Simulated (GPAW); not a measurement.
# C/Rh(110): work function by functional and basis

How far do functional and basis move the work function of C/Rh(110)?

Method: GPAW, PAW setups; slab in vacuum, relaxation, in the first sound run; inputs show where later runs differ, in GPAW 26.7.0.

This is a report of a sequence of runs, with most program output left out.

### 1. The structure

The cell holds 6 atoms: 5 Rh and 1 C. Cell: a = 3.800 Å, b = 2.687 Å, c = 21.874 Å, α = 90.0°, β = 90.0°, γ = 90.0°. Vacuum lies along c.

### 2. Relaxing the atoms

The atoms are relaxed first, since the surface dipole, and with it the work function, follows the positions of the outer layers. The lowest 2 atoms are held at bulk positions and keep their forces.

Input file run.py:

```python
import json
import numpy as np
from ase import Atoms
from ase.constraints import FixAtoms
from ase.optimize import BFGS
from gpaw import GPAW, PW

slab = Atoms(
    ['Rh', 'Rh', 'Rh', 'Rh', 'Rh', 'C'],
    positions=[
        [0.00000, 0.00000, 8.00000],
        [1.90000, 1.34350, 9.34350],
        [0.00000, 0.00000, 10.68701],
        [1.90000, 1.34350, 12.03051],
        [0.00000, 0.00000, 13.37401],
        [1.90000, 1.34350, 13.87401]],
    cell=[[3.8, 0.0, 0.0], [0.0, 2.68701, 0.0], [0.0, 0.0, 21.87401]],
    pbc=[True, True, False])

slab.calc = GPAW(mode=PW(500), xc='PBE', kpts={'size': (8, 12, 1), 'gamma': True},
                 occupations={'name': 'fermi-dirac', 'width': 0.1}, nbands='160%',
                 convergence={'density': 1e-05}, maxiter=200,
                 poissonsolver={'dipolelayer': 'xy'},
                 symmetry={'tolerance': 1e-3, 'extra_ids': [1, 1, 0, 0, 0, 0]}, txt='slab.txt')
result = {}
slab.set_constraint(FixAtoms([0, 1]))
path = []
opt = BFGS(slab, maxstep=0.2)
opt.attach(lambda: path.append((slab.get_potential_energy(), slab.positions.tolist(), slab.get_forces().tolist())))
result['relaxed'] = bool(opt.run(fmax=0.03, steps=40))
result['path'] = path
energy = slab.get_potential_energy()
fermi = slab.calc.get_fermi_level()
v = slab.calc.get_electrostatic_potential().mean((0, 1)) - fermi
n = slab.calc.get_pseudo_density().mean((0, 1))
L = slab.cell[2, 2]
z = np.arange(len(v)) * L / len(v)
low, high = slab.positions[:, 2].min(), slab.positions[:, 2].max()
below, above = np.interp([low - 5.8, high + 5.8], z, v)
slopes = [np.interp(x, z, np.gradient(v, z)) for x in (low - 5.8, high + 5.8)]
eps = np.array([[slab.calc.get_eigenvalues(k, s) for k in range(len(slab.calc.get_ibz_k_points()))]
                for s in range(slab.calc.get_number_of_spins())]) - fermi
top, bottom = eps[eps < 0].max(), eps[eps > 0].min()
dipole = slab.get_dipole_moment()[2]
print(f'energy {energy:.4f} eV, Fermi level {fermi:.4f} eV, dipole {dipole:.5f} e A')
print(f'potential 5.8 A off the faces, from the Fermi level: lower {below:.4f} eV, upper {above:.4f} eV')
print(f'slope of the potential there: lower {slopes[0]:.5f}, upper {slopes[1]:.5f} eV/A')
print(f'nearest levels on the mesh: {top:.4f} and {bottom:.4f} eV')
print('magnetic moment', round(slab.get_magnetic_moment(), 3))
result.update(energy=energy, fermi=fermi, dipole=dipole, below=below, above=above, slopes=slopes, edges=[top, bottom],
              z=z.tolist(), v=v.tolist(), n=n.tolist(), positions=slab.positions.tolist(),
              forces=slab.get_forces(apply_constraint=False).tolist(), moments=slab.get_magnetic_moments().tolist())
json.dump(result, open('result.json', 'w'))
```

The run is started by

```sh
$ OMP_NUM_THREADS=1 OPENBLAS_NUM_THREADS=1 python run.py
```

The job ended after 83 min (1 thread of Arm Neoverse V1, shared host; peak memory 0.45 GiB).

Relaxation path:

```
step  energy less that of the first step (eV)  largest force (eV/Å)
   1                                   0.0000                1.9003
   2                                  -0.0672                1.6898
   3                                  -0.2995                0.6286
   4                                  -0.3189                0.5953
   5                                  -0.3316                0.5919
   6                                  -0.3507                0.4830
   7                                  -0.3635                0.5299
   8                                  -0.3726                0.4295
   9                                  -0.3785                0.3030
  10                                  -0.3844                0.3108
  11                                  -0.3897                0.2036
  12                                  -0.3926                0.0650
  13                                  -0.3933                0.0164
```

The atoms that moved most (Å):

```csv
atom,dx,dy,dz,length
Rh5,0.000,0.000,0.457,0.457
Rh4,0.000,0.000,0.121,0.121
C6,0.000,0.000,0.116,0.116
Rh3,0.000,0.000,-0.023,0.023
```

Final coordinates:

```cif
data_structure
_symmetry_space_group_name_H-M 'P 1'
_symmetry_Int_Tables_number 1
_cell_length_a 3.8000
_cell_length_b 2.6870
_cell_length_c 21.8740
_cell_angle_alpha 90.000
_cell_angle_beta 90.000
_cell_angle_gamma 90.000
_cell_volume 223.35
loop_
_atom_site_label
_atom_site_type_symbol
_atom_site_fract_x
_atom_site_fract_y
_atom_site_fract_z
_atom_site_occupancy
Rh1 Rh 0.00000 0.00000 0.36573 1
Rh2 Rh 0.50000 0.50000 0.42715 1
Rh3 Rh 0.00000 0.00000 0.48753 1
Rh4 Rh 0.50000 0.50000 0.55553 1
Rh5 Rh 0.00000 0.00000 0.63230 1
C6 C 0.50000 0.50000 0.63959 1
```

This step gave:

```yaml
dipole_along_the_normal: -0.05533 e·Å
levels_nearest_the_fermi_level_on_the_mesh: -0.004248, 0.004909 eV from the Fermi level
upper_work_function: 5.387 eV
lower_work_function: 4.406 eV
```

The electrostatic potential energy of an electron (without an applied field's), less the Fermi level, planar mean oscillates, so the rows of the table below give means over windows of 1.37 Å about each position, cut where the curve ends. Its maxima inside the range that stand out by 2 % of the span (Å: eV): 8.7: -7.76, 10.0: -8.53, 11.4: -5.96, 12.9: -3.54. Its minima: 8.0: -14.5, 9.4: -15.5, 10.7: -15.3, 12.1: -14.6, 13.9: -24.3.

The electrostatic potential energy of an electron (without an applied field's), less the Fermi level, planar mean by z; means over each step:

z (Å), electrostatic potential energy of an electron (without an applied field's), less the Fermi level, planar mean (eV) and a bar from the least value:
```
     0.69        4.5 ############################
     2.06        4.4 ############################
     3.43        4.4 ############################
     4.79        4.4 ############################
     6.17        3.9 ###########################
     7.54       -6.4 ##########
     8.91      -11.6 #
    10.28      -11.9 
    11.65      -10.0 ###
    13.02       -8.7 ######
    14.39      -10.2 ###
    15.76        4.9 #############################
    17.12        5.4 ##############################
    18.50        5.4 ##############################
    19.86        5.4 ##############################
    21.23        5.3 ##############################
```

The pseudo valence density, planar mean oscillates, so the rows of the table below give means over windows of 1 Å about each position, cut where the curve ends. Its maxima inside the range that stand out by 2 % of the span (Å: e/Å³): 8.0: 1.64, 9.3: 1.66, 10.6: 1.61, 12.2: 1.62, 13.9: 1.87. Its minima: 8.7: 0.638, 10.0: 0.636, 11.5: 0.504, 12.9: 0.435.

Table of pseudo valence density, planar mean by z; means over each step:

z (Å), pseudo valence density, planar mean (e/Å³) and a bar:
```
        4       0.00 
        5       0.00 
        6       0.01 
        7       0.17 ####
        8       1.17 ###########################
        9       1.10 #########################
       10       0.97 ######################
       11       1.04 ########################
       12       1.14 ##########################
       13       0.64 ###############
       14       1.32 ##############################
       15       0.17 ####
       16       0.01 
       17       0.00 
       18       0.00
```

The relaxation lowered the energy of the cell by 0.393 eV (energies extrapolated to zero smearing; the optimiser's log prints free energies). The largest force left on a free atom is 0.016 eV/Å.

### 3. The slab's potential

The work function is the vacuum plateau of the electrostatic potential less the Fermi level; a dipole layer lets the two faces have plateaus of their own.

This step: GPAW, PAW setups; slab in vacuum (GPAW 26.7.0).

Edit run.py of step 2 so:

```diff
@@ -3,4 +3,2 @@
 from ase import Atoms
-from ase.constraints import FixAtoms
-from ase.optimize import BFGS
 from gpaw import GPAW, PW
@@ -12,6 +10,6 @@
         [1.90000, 1.34350, 9.34350],
-        [0.00000, 0.00000, 10.68701],
-        [1.90000, 1.34350, 12.03051],
-        [0.00000, 0.00000, 13.37401],
-        [1.90000, 1.34350, 13.87401]],
+        [0.00000, 0.00000, 10.66428],
+        [1.90000, 1.34350, 12.15166],
+        [0.00000, 0.00000, 13.83088],
+        [1.90000, 1.34350, 13.99037]],
     cell=[[3.8, 0.0, 0.0], [0.0, 2.68701, 0.0], [0.0, 0.0, 21.87401]],
@@ -23,10 +21,4 @@
                  poissonsolver={'dipolelayer': 'xy'},
-                 symmetry={'tolerance': 1e-3, 'extra_ids': [1, 1, 0, 0, 0, 0]}, txt='slab.txt')
+                 symmetry={'tolerance': 1e-3}, txt='slab.txt')
 result = {}
-slab.set_constraint(FixAtoms([0, 1]))
-path = []
-opt = BFGS(slab, maxstep=0.2)
-opt.attach(lambda: path.append((slab.get_potential_energy(), slab.positions.tolist(), slab.get_forces().tolist())))
-result['relaxed'] = bool(opt.run(fmax=0.03, steps=40))
-result['path'] = path
 energy = slab.get_potential_energy()
```

Run time: 7.5 min. Hardware: 1 thread; peak memory 0.44 GiB.

Numbers from this step:

- dipole along the normal: -0.05536 e·Å
- levels nearest the Fermi level on the mesh: -0.004243, 0.004916 eV from the Fermi level

The electrostatic potential energy of an electron (without an applied field's), less the Fermi level, planar mean oscillates, so the rows of the table below give means over windows of 1.37 Å about each position, cut where the curve ends. Its maxima inside the range that stand out by 2 % of the span (Å: eV): 8.7: -7.76, 10.0: -8.53, 11.4: -5.96, 12.9: -3.54. Its minima: 8.0: -14.5, 9.4: -15.5, 10.7: -15.3, 12.1: -14.6, 13.9: -24.3.

The electrostatic potential energy of an electron (without an applied field's), less the Fermi level, planar mean by z; means over each step:

z (Å), electrostatic potential energy of an electron (without an applied field's), less the Fermi level, planar mean (eV) and a bar from the least value:
```
     0.69        4.5 ############################
     2.06        4.4 ############################
     3.43        4.4 ############################
     4.79        4.4 ############################
     6.17        3.9 ###########################
     7.54       -6.4 ##########
     8.91      -11.6 #
    10.28      -11.9 
    11.65      -10.0 ###
    13.02       -8.7 ######
    14.39      -10.2 ###
    15.76        4.9 #############################
    17.12        5.4 ##############################
    18.50        5.4 ##############################
    19.86        5.4 ##############################
    21.23        5.3 ##############################
```

The pseudo valence density, planar mean oscillates, so the rows of the table below give means over windows of 1 Å about each position, cut where the curve ends. Its maxima inside the range that stand out by 2 % of the span (Å: e/Å³): 8.0: 1.64, 9.3: 1.66, 10.6: 1.61, 12.2: 1.62, 13.9: 1.87. Its minima: 8.7: 0.638, 10.0: 0.636, 11.5: 0.504, 12.9: 0.435.

The pseudo valence density, planar mean by z; means over each step:

```
z (Å)  pseudo valence density, planar mean (e/Å³)
    4                                      5.9e-5
    5                                      7.2e-4
    6                                     0.00965
    7                                       0.172
    8                                        1.17
    9                                        1.10
   10                                       0.968
   11                                        1.04
   12                                        1.14
   13                                       0.643
   14                                        1.32
   15                                       0.173
   16                                     0.00835
   17                                      4.7e-4
   18                                      2.7e-5
```

Force by atom:

```
atom  x (eV/Å)  y (eV/Å)  z (eV/Å)   size
 Rh1     0.000     0.000     0.748  0.748
 Rh2     0.000     0.000    -0.734  0.734
 Rh3     0.000     0.000    -0.006  0.006
 Rh4     0.000     0.000     0.001  0.001
 Rh5     0.000     0.000     0.008  0.008
  C6     0.000     0.000    -0.016  0.016
```

The potential is flat to 3.2e-4 eV/Å where it is read, so the vacuum is wide enough.

### 4. Self-consistent run: xc = "LDA"

The same geometry under LDA, to see how far the functional moves the levels against the vacuum.

Edit run.py of step 3 so:

```diff
@@ -17,3 +17,3 @@
 
-slab.calc = GPAW(mode=PW(500), xc='PBE', kpts={'size': (8, 12, 1), 'gamma': True},
+slab.calc = GPAW(mode=PW(500), xc='LDA', kpts={'size': (8, 12, 1), 'gamma': True},
                  occupations={'name': 'fermi-dirac', 'width': 0.1}, nbands='160%',
```

Run time: 8 min. Hardware: 1 thread; peak memory 0.45 GiB.

Numbers from this step:

```
dipole along the normal                    : -0.05481 e·Å
levels nearest the Fermi level on the mesh : -0.006709, 0.008499 eV from the Fermi level
upper work function                        : 5.762 eV
lower work function                        : 4.790 eV
```

The electrostatic potential energy of an electron (without an applied field's), less the Fermi level, planar mean oscillates, so the rows of the table below give means over windows of 1.37 Å about each position, cut where the curve ends. Its maxima inside the range that stand out by 2 % of the span (Å: eV): 8.7: -7.44, 10.0: -8.21, 11.4: -5.62, 12.9: -3.20. Its minima: 8.0: -14.3, 9.4: -15.2, 10.7: -15.0, 12.1: -14.4, 13.9: -24.1.

Table of electrostatic potential energy of an electron (without an applied field's), less the Fermi level, planar mean by z; means over each step:

```csv
z (Å),"electrostatic potential energy of an electron (without an applied field's), less the Fermi level, planar mean (eV)"
0.69,4.86
2.06,4.79
3.43,4.79
4.79,4.78
6.17,4.32
7.54,-6.06
8.91,-11.3
10.28,-11.6
11.65,-9.71
13.02,-8.37
14.39,-9.94
15.76,5.29
17.12,5.75
18.50,5.76
19.86,5.76
21.23,5.72
```

The pseudo valence density, planar mean oscillates, so the rows of the table below give means over windows of 1 Å about each position, cut where the curve ends. Its maxima inside the range that stand out by 2 % of the span (Å: e/Å³): 8.0: 1.64, 9.3: 1.66, 10.6: 1.61, 12.2: 1.61, 13.9: 1.87. Its minima: 8.7: 0.642, 10.0: 0.639, 11.5: 0.507, 12.9: 0.438.

Pseudo valence density, planar mean against z; means over each step:

| z (Å) | pseudo valence density, planar mean (e/Å³) |
| --- | --- |
| 4 | 5.1e-5 |
| 5 | 6.9e-4 |
| 6 | 0.00979 |
| 7 | 0.172 |
| 8 | 1.17 |
| 9 | 1.10 |
| 10 | 0.969 |
| 11 | 1.03 |
| 12 | 1.14 |
| 13 | 0.645 |
| 14 | 1.31 |
| 15 | 0.174 |
| 16 | 0.00860 |
| 17 | 4.6e-4 |
| 18 | 2.4e-5 |

Force by atom:

```
atom  x (eV/Å)  y (eV/Å)  z (eV/Å)  size
 Rh1      0.00      0.00      1.69  1.69
 Rh2      0.00      0.00     -0.58  0.58
 Rh3      0.00      0.00     -0.24  0.24
 Rh4      0.00      0.00      0.39  0.39
 Rh5      0.00      0.00     -0.42  0.42
  C6      0.00      0.00     -0.83  0.83
```

The upper face's work function is 5.762 eV, against 5.387 eV in the first plane-wave PBE run at this geometry.

### 5. Self-consistent run: xc = "RPBE"

The same geometry under RPBE, to see how far the functional moves the levels against the vacuum.

Edit run.py of step 4 so:

```diff
@@ -17,3 +17,3 @@
 
-slab.calc = GPAW(mode=PW(500), xc='LDA', kpts={'size': (8, 12, 1), 'gamma': True},
+slab.calc = GPAW(mode=PW(500), xc='RPBE', kpts={'size': (8, 12, 1), 'gamma': True},
                  occupations={'name': 'fermi-dirac', 'width': 0.1}, nbands='160%',
```

Run time: 8.7 min. Hardware: 1 thread; peak memory 0.44 GiB.

Numbers from this step:

```yaml
dipole_along_the_normal: -0.05647 e·Å
levels_nearest_the_fermi_level_on_the_mesh: -0.002024, 0.005007 eV from the Fermi level
upper_work_function: 5.229 eV
lower_work_function: 4.227 eV
```

The electrostatic potential energy of an electron (without an applied field's), less the Fermi level, planar mean oscillates, so the rows of the table below give means over windows of 1.37 Å about each position, cut where the curve ends. Its maxima inside the range that stand out by 2 % of the span (Å: eV): 8.7: -7.85, 10.0: -8.62, 11.4: -6.05, 12.9: -3.63. Its minima: 8.0: -14.6, 9.4: -15.6, 10.7: -15.4, 12.1: -14.7, 13.9: -24.4.

Electrostatic potential energy of an electron (without an applied field's), less the Fermi level, planar mean against z; means over each step:

```
z (Å)  electrostatic potential energy of an electron (without an applied field's), less the Fermi level, planar mean (eV)
 0.69                                                                                                                4.30
 2.06                                                                                                                4.23
 3.43                                                                                                                4.23
 4.79                                                                                                                4.21
 6.17                                                                                                                3.75
 7.54                                                                                                               -6.48
 8.91                                                                                                               -11.6
10.28                                                                                                               -12.0
11.65                                                                                                               -10.1
13.02                                                                                                               -8.75
14.39                                                                                                               -10.3
15.76                                                                                                                4.76
17.12                                                                                                                5.22
18.50                                                                                                                5.23
19.86                                                                                                                5.23
21.23                                                                                                                5.18
```

The upper face's work function is 5.229 eV, against 5.387 eV in the first plane-wave PBE run at this geometry.

### 6. Self-consistent run: xc = "vdW-DF2"

The same geometry under vdW-DF2, to see how far the functional moves the levels against the vacuum (the van der Waals functionals take revPBE setups).

Edit run.py of step 5 so:

```diff
@@ -17,3 +17,3 @@
 
-slab.calc = GPAW(mode=PW(500), xc='RPBE', kpts={'size': (8, 12, 1), 'gamma': True},
+slab.calc = GPAW(mode=PW(500), xc='vdW-DF2', kpts={'size': (8, 12, 1), 'gamma': True},
                  occupations={'name': 'fermi-dirac', 'width': 0.1}, nbands='160%',
```

It took 7.2 min on 1 thread; peak memory 0.61 GiB.

Numbers from this step:

```
dipole along the normal                    : -0.05013 e·Å
levels nearest the Fermi level on the mesh : -0.01297, 0.003522 eV from the Fermi level
upper work function                        : 5.715 eV
lower work function                        : 4.826 eV
```

The electrostatic potential energy of an electron (without an applied field's), less the Fermi level, planar mean oscillates, so the rows of the table below give means over windows of 1.37 Å about each position, cut where the curve ends. Its maxima inside the range that stand out by 2 % of the span (Å: eV): 8.7: -7.94, 10.0: -8.72, 11.4: -6.19, 12.9: -3.82. Its minima: 8.0: -14.6, 9.4: -15.7, 10.7: -15.5, 12.1: -14.8, 13.9: -24.1.

The electrostatic potential energy of an electron (without an applied field's), less the Fermi level, planar mean by z; means over each step:

z (Å), electrostatic potential energy of an electron (without an applied field's), less the Fermi level, planar mean (eV) and a bar from the least value:
```
     0.69        4.9 #############################
     2.06        4.8 #############################
     3.43        4.8 ############################
     4.79        4.8 ############################
     6.17        4.3 ############################
     7.54       -6.4 ##########
     8.91      -11.7 #
    10.28      -12.1 
    11.65      -10.2 ###
    13.02       -8.9 #####
    14.39      -10.0 ###
    15.76        5.2 #############################
    17.12        5.7 ##############################
    18.50        5.7 ##############################
    19.86        5.7 ##############################
    21.23        5.7 ##############################
```

The upper face's work function is 5.715 eV, against 5.387 eV in the first plane-wave PBE run at this geometry.

(Part 1 of 2 ends here.)

[Logs are printed without paths, hosts, clocks, repeated set-up lines and the standing remarks that a program may print on its own settings, such as how far it seeks lower states.]

[Hosts, paths, dates, database ids (printed as entryN), source tags and the programs' standing remarks are cut or masked in the printed files.]
